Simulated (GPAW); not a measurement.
**How BaAg2As2 absorbs and reflects light**

Aim: the dielectric function of BaAg2As2, and the optical constants that follow from it.

Main program and level: GPAW 26.7.0; DFT, PBE, plane-wave PAW (GPAW data sets), scalar-relativistic, RPA, optical limit.

Most raw output is cut from this account.

## (1) Starting point

The structure is tetragonal, space group I4/mmm (No. 139). Conventional cell: a = 4.603 Å, b = 4.603 Å, c = 10.867 Å, α = 90.00°, β = 90.00°, γ = 90.00°. Ba has 10 As at 3.49 to 4.18 Å and 8 Ag at 3.56 Å nearest. Nearest to Ag lie 4 As at 2.72 Å and 4 Ag at 3.25 Å and 4 Ba at 3.56 Å. Nearest to As lie 1 As at 2.52 Å and 4 Ag at 2.72 Å and 5 Ba at 3.49 to 4.18 Å. Farther neighbours are not listed.

## (2) Ground state

First the ground state: is it a metal or has it a gap?

This step: DFT, PBE, plane-wave PAW (GPAW data sets), scalar-relativistic, ground state (GPAW 26.7.0).

gs.py

```python
from ase import Atoms
from ase.dft.bandgap import bandgap
from gpaw import GPAW, PW, FermiDirac

atoms = Atoms(['Ba', 'Ag', 'Ag', 'As', 'As'],
              cell=[[-2.301250000000, 2.301250000000, 5.433600000000],
                    [2.301250000000, -2.301250000000, 5.433600000000],
                    [2.301250000000, 2.301250000000, -5.433600000000]],
              scaled_positions=[[0.000000000000, 0.000000000000, 0.000000000000],
                                [0.250000000000, 0.750000000000, 0.500000000000],
                                [0.750000000000, 0.250000000000, 0.500000000000],
                                [0.615800000000, 0.615800000000, 0.000000000000],
                                [0.384200000000, 0.384200000000, 0.000000000000]],
              pbc=[True, True, True])
atoms.calc = GPAW(mode=PW(500), xc='PBE', kpts={'size': (7, 7, 7), 'gamma': True},
                  occupations=FermiDirac(0.05), maxiter=150, txt='gs.txt')
print('energy (eV)', atoms.get_potential_energy())
print('Fermi level (eV)', atoms.calc.get_fermi_level())
print('valence electrons', atoms.calc.get_number_of_electrons())
print('gap (eV)', bandgap(atoms.calc, output=None)[0])
print('direct gap (eV)', bandgap(atoms.calc, direct=True, output=None)[0])
atoms.calc.write('gs.gpw')
```

On the command line:

```sh
$ OMP_NUM_THREADS=1 python gs.py
```

Wall time 2.4 min (1 thread of Arm Neoverse V1, shared host); peak memory 0.29 GiB.

This step gave:

* energy: -19.31 eV
* Fermi energy: 8.299 eV
* electrons: 54

There are states at the Fermi level within the smearing, so the occupations stay smeared and the carriers get a Drude term.

## (3) Bands for the response

At the fixed density, many empty bands are solved on the mesh of the response, since the spectrum sums over them.

This step: DFT, PBE, plane-wave PAW (GPAW data sets), scalar-relativistic, bands at fixed density (GPAW 26.7.0).

nscf.py

```python
from ase.dft.bandgap import bandgap
from gpaw import GPAW, FermiDirac

calc = GPAW('gs.gpw').fixed_density(kpts={'size': (10, 10, 10), 'gamma': True}, nbands=71, convergence={'bands': 65},
                                    occupations=FermiDirac(0.05), txt='nscf.txt')
print('gap (eV)', bandgap(calc, output=None)[0])
print('direct gap (eV)', bandgap(calc, direct=True, output=None)[0])
print('top band over the Fermi level (eV)', min(calc.get_eigenvalues(kpt=k)[64] for k in range(len(calc.get_ibz_k_points()))) - calc.get_fermi_level())
calc.write('full.gpw', mode='all')
```

On the command line:

```sh
$ OMP_NUM_THREADS=1 python nscf.py
```

The job ended after 22 min (1 thread; peak memory 0.65 GiB).

## (4) Dielectric function, RPA

Local fields let the induced charge screen the field inside the cell, which as a rule lowers ε, most along directions where the density is uneven.

This step: DFT, PBE, plane-wave PAW (GPAW data sets), scalar-relativistic, RPA, optical limit (GPAW 26.7.0).

df.py

```python
from gpaw.response.df import DielectricFunction

df = DielectricFunction('full.gpw', frequencies={'type': 'nonlinear', 'domega0': 0.03, 'omega2': 8},
                        ecut=60,
                        eta=0.2,
                        nbands=65,
                        rate=0.1,
                        txt='df.txt')
for direction in ['x', 'z']:
    df.get_dielectric_function(xc='RPA', direction=direction, filename=f'df_{direction}.csv')
```

On the command line:

```sh
$ OMP_NUM_THREADS=1 python df.py
```

It took 4.6 min on 1 thread; peak memory 0.62 GiB.

Some rows of df_x.csv (energy; Re and Im without local fields; Re and Im with them):

```text
0.000000, 527.766346, 0.000000, 526.426407, 0.000000
0.555532, -0.405057, 14.064086, -1.780481, 13.946893
1.143969, 10.496710, 7.506206, 9.006419, 7.172849
1.768324, 9.008637, 9.342810, 7.605010, 8.710596
2.431988, 10.210094, 10.158728, 8.257658, 8.834306
3.138794, 5.261339, 12.008075, 4.842494, 9.875202
3.893091, 2.326724, 10.739578, 2.668293, 9.139629
4.699832, -0.411672, 9.009378, 0.225506, 8.263076
5.564682, -1.027785, 6.756116, -0.450248, 6.079559
6.494155, -1.387598, 5.374187, -0.677614, 5.048708
7.495775, -1.529027, 3.840594, -1.001239, 3.785888
8.578281, -1.425447, 2.664190, -1.096344, 2.820148
9.751884, -1.134644, 1.811927, -1.056265, 2.035462
11.028587, -0.581312, 1.237486, -0.587016, 1.360522
12.422601, 0.080317, 0.915621, -0.084284, 0.926937
13.950874, 0.411030, 0.954572, 0.218802, 0.827245
15.633783, 0.693105, 1.349462, 0.438837, 0.950399
17.496047, 0.045793, 1.605541, 0.409812, 0.875486
19.567954, -0.219483, 0.746973, 0.255303, 0.810281
```

Sum at mesh points, not converged in k. Im ε against photon energy; read off at these points:

```
photon energy (eV)  E ∥ x  E ∥ z
               1.0   7.14   33.6
               1.6   9.48   23.4
               2.0   8.14   13.2
               2.8   10.5   9.67
               3.0   9.95   9.38
               4.0   9.01   6.82
               5.0   7.51   6.03
               6.0   5.45   5.31
               7.0   4.40   3.97
               8.0   3.56   3.08
               9.0   2.62   2.07
              10.0   1.80   1.48
              11.0   1.37   1.24
              12.0  0.967  0.941
              13.0  0.883  0.857
              14.0  0.824  0.798
              15.0  0.839  0.852
              16.0  0.938  0.812
              17.0  0.852  0.739
              18.0  0.859  0.780
              19.0  0.874  0.765
              20.0  0.713  0.733
```

Values under 1 per cm are given as 1; sum at mesh points, not converged in k. The absorption coefficient by photon energy:

```
photon energy (eV)  E ∥ x (1/cm)  E ∥ z (1/cm)
             0.492         1.7e5         2.6e5
             1.010         1.2e5         4.2e5
             1.486         2.1e5         5.3e5
             1.985         2.7e5         6.1e5
             2.508         3.7e5         6.2e5
             3.018         5.3e5         6.9e5
             3.510         6.5e5         7.6e5
             3.980         7.4e5         7.9e5
             4.516         9.3e5         8.1e5
             4.981         1.0e6         8.8e5
             5.515         1.0e6         9.3e5
             6.021         1.1e6         1.1e6
             6.494         1.1e6         1.2e6
             6.985         1.2e6         1.2e6
             7.496         1.2e6         1.2e6
             8.026         1.3e6         1.3e6
             8.516         1.3e6         1.3e6
             9.023         1.3e6         1.2e6
             9.483         1.3e6         1.2e6
            10.026         1.3e6         1.1e6
            10.519         1.2e6         1.1e6
            11.029         1.1e6         1.1e6
            11.479         1.1e6         1.0e6
            12.023         9.6e5         9.3e5
            12.504         8.9e5         9.1e5
            13.000         8.6e5         8.8e5
            13.512         8.3e5         7.9e5
            14.040         7.9e5         7.9e5
            14.493         7.9e5         8.0e5
            14.960         7.9e5         8.3e5
            15.536         8.5e5         8.5e5
            16.031         9.1e5         8.5e5
            16.541         9.3e5         8.5e5
            16.959         9.0e5         8.3e5
            17.496         9.4e5         8.5e5
            18.049         9.6e5         8.9e5
            18.504         9.8e5         9.0e5
            18.969         1.1e6         9.2e5
            19.447         1.1e6         9.9e5
            20.061         1.0e6         1.0e6
```

Sum at mesh points, not converged in k. Table of Im ε, E ∥ x by photon energy; read off at these points:

```
photon energy (eV)  without local fields  with local fields
              0.50                  16.7               16.6
              1.00                  7.41               7.14
              1.50                  9.94               9.34
              2.00                  8.82               8.14
              2.50                  11.0               9.35
              2.78                  12.6               10.5
              3.00                  12.1               9.95
              3.50                  11.5               9.72
              4.00                  10.6               9.01
              4.50                  9.89               8.95
              5.00                  8.20               7.51
              5.50                  6.84               6.14
              6.00                  5.97               5.45
              6.50                  5.37               5.04
              7.00                  4.54               4.40
              7.50                  3.84               3.78
              8.00                  3.45               3.56
              8.50                  2.73               2.88
              9.00                  2.39               2.62
              9.50                  2.00               2.22
             10.00                  1.60               1.80
             10.50                  1.41               1.52
             11.00                  1.25               1.37
             11.50                 0.989               1.11
             12.00                 0.912              0.967
             12.50                 0.922              0.930
             13.00                 0.900              0.883
             13.50                 0.975              0.877
             14.00                 0.949              0.824
             14.50                 0.966              0.846
             15.00                  1.08              0.839
             15.50                  1.31              0.923
             16.00                  1.42              0.938
             16.50                  1.58              0.906
             17.00                  1.58              0.852
             17.50                  1.60              0.876
             18.00                  1.41              0.859
             18.50                  1.21              0.848
             19.00                 0.916              0.874
             19.50                 0.773              0.822
             20.00                 0.653              0.713
```

Sum at mesh points, not converged in k. Table of reflectivity at normal incidence by photon energy; read off at these points:

```
photon energy (eV)  E ∥ x (%)  E ∥ z (%)
               1.0       31.0       61.7
               1.5       35.7       57.5
               2.0       33.0       54.3
               3.0       36.2       43.0
               4.0       36.0       38.7
               5.0       38.8       34.1
               6.0       35.3       37.0
               7.0       35.6       36.2
               8.0       34.8       39.7
               9.0       34.5       38.3
              10.0       35.8       34.7
              11.0       30.0       29.0
              12.0       24.2       22.8
              13.0       16.3       18.4
              14.0       11.4       12.1
              15.0       8.66       9.98
              16.0       9.14       9.42
              17.0       8.56       8.45
              18.0       8.84       8.06
              19.0       9.85       7.88
              19.7       11.0       9.09
              20.0       10.3       9.61
```

The loss function −Im 1/ε at q → 0 has structure finer than the step of the table below, so its rows give means over 1 eV, whole bins alone (the curve runs from 0.305 to 20.2 eV). Peaks (eV: height): E ∥ x 13.2: 1.15; E ∥ z 13.3: 1.27.

Sum at mesh points, not converged in k. The loss function −Im 1/ε at q → 0 by energy loss; means over each step:

```
energy loss (eV)   E ∥ x   E ∥ z
               1  0.0677  0.0312
               2  0.0628  0.0661
               3  0.0767   0.108
               4   0.101   0.150
               5   0.136   0.173
               6   0.181   0.186
               7   0.217   0.224
               8   0.265   0.264
               9   0.331   0.355
              10   0.436   0.514
              11   0.625   0.683
              12   0.948   0.976
              13    1.11    1.16
              14    1.10    1.15
              15   0.966    1.04
              16   0.904    1.06
              17   0.956    1.06
              18   0.962    1.02
              19    1.01    1.04
```

From ε follow the optical constants at some laser and lamp lines:

```
wavelength (nm)   n x    k x  R (%) x  1/α x   n z    k z  R (%) z  1/α z
           1550  2.69  1.634     33.9  76 nm  4.30  4.340     63.3  28 nm
           1064  3.23  1.125     32.6  75 nm  3.64  3.961     60.9  21 nm
            800  3.30  1.440     35.8  44 nm  3.29  3.620     58.2  18 nm
            633  3.07  1.328     33.0  38 nm  2.22  3.100     55.6  16 nm
            532  3.13  1.332     33.5  32 nm  2.14  2.630     49.0  16 nm
            450  3.07  1.708     36.9  21 nm  2.13  2.255     42.7  16 nm
            405  2.84  1.740     36.1  19 nm  2.06  2.250     42.9  14 nm
```

A polished face would reflect 42 % of daylight and look light grey (CIE x = 0.320, y = 0.333 under D65).

## (5) Results

In words: At this level (PBE, RPA) BaAg2As2 is a metal. The mesh is too coarse to trust the carriers' weight, the reflectivity or the colour to better than tens of per cent. A polished face would reflect 42 % of daylight and look light grey (CIE x = 0.320, y = 0.333 under D65). The carriers' damping of 0.1 eV is typed, not computed; it shapes the response at the lowest energies. Spin-orbit coupling is left out although heavy atoms are present. The curves end at 20 eV, about where the summed bands run out. In this version of GPAW the matrix elements of the optical limit are incomplete, which can lower ε − 1 by up to a tenth where first-row anions or d states rule, and shift it by more in d metals. GPAW's carrier term has the form −ωp²/(ω + i·rate)², which damps like twice the rate and fails at low energy, so the curves leave the lowest energies out. The sum runs over mesh points 0.19 Å⁻¹ apart with no interpolation, so peaks are partly noise of the mesh, and the Drude plasma energy, a sum over the Fermi surface, isn't converged.

[Machine, clock and banner lines and Python warnings are left out of the logs.]

[Logs are printed without paths, hosts, clocks, repeated set-up lines and the standing remarks that a program may print on its own settings, such as how far it seeks lower states.]

[Hosts, paths, dates, database ids (printed as entryN), source tags and the programs' standing remarks are cut or masked in the printed files.]
